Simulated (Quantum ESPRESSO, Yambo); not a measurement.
Planning a run of Yambo 5.3.0 on SnTe (Fm-3m). The input:

```
optics
bss
bse
em1s
dipoles
rim_cut
RandQpts= 1000000
RandGvec= 1 RL
Chimod= "HARTREE"
BSKmod= "SEX"
BSEmod= "resonant"
BSSmod= "d"
BSENGexx= 20 Ry
BSENGBlk= 4 Ry
% BSEQptR
 1 | 1 |
%
% BSEBands
 21 | 28 |
%
% BEnRange
 0 | 2 | eV
%
% BDmRange
 0.1 | 0.1 | eV
%
BEnSteps= 41
% BLongDir
 1 | 0 | 0 |
%
% BndsRnXs
 14 | 37 |
%
NGsBlkXs= 4 Ry
% LongDrXs
 1 | 1 | 1 |
%
% KfnQP_E
 0.063 | 1.0 | 1.0 |
%
WRbsWF
FFTGvecs= 40 Ry
```

The database entry behind the starting cell differs from later determinations by our own check (about 0.3 % short), so it need not match the best structure at ambient conditions.

```sh
OMP_NUM_THREADS=1 mpirun -n 4 yambo -F bse6.in -J bse6 -C bse6 > bse6.log
```

The stored states that it reads are on a 6×6×6 mesh. Symmetry: Fm-3m, No. 225, cubic system. Conventional cell: a = 6.302 Å, b = 6.302 Å, c = 6.302 Å, α = 90.00°, β = 90.00°, γ = 90.00°. Nearest to Sn lie 6 Te at 3.15 Å. Nearest to Te lie 6 Sn at 3.15 Å. Farther neighbours and most contacts between anions are not listed.

Question: How long will it take on 4 MPI ranks of Arm Neoverse V2, shared host, and how much memory?

It took 1.8 min; on shared hardware allow 54 s to 3.6 min. Peak host memory was 1.9 GiB.

The kernel grows as the square of the matrix size, and full diagonalisation as its cube.

[Paths, hosts, dates, memory and timing lines, banners, echoed tables and standing remarks are left out of the program output.]

[Logs are printed without paths, hosts, clocks, repeated set-up lines and the standing remarks that a program may print on its own settings, such as how far it seeks lower states.]

[Runs of the session that timed out or met a known fault of the program may be left out.]

[Hosts, paths, dates, database ids (printed as entryN), source tags and the programs' standing remarks are cut or masked in the printed files.]
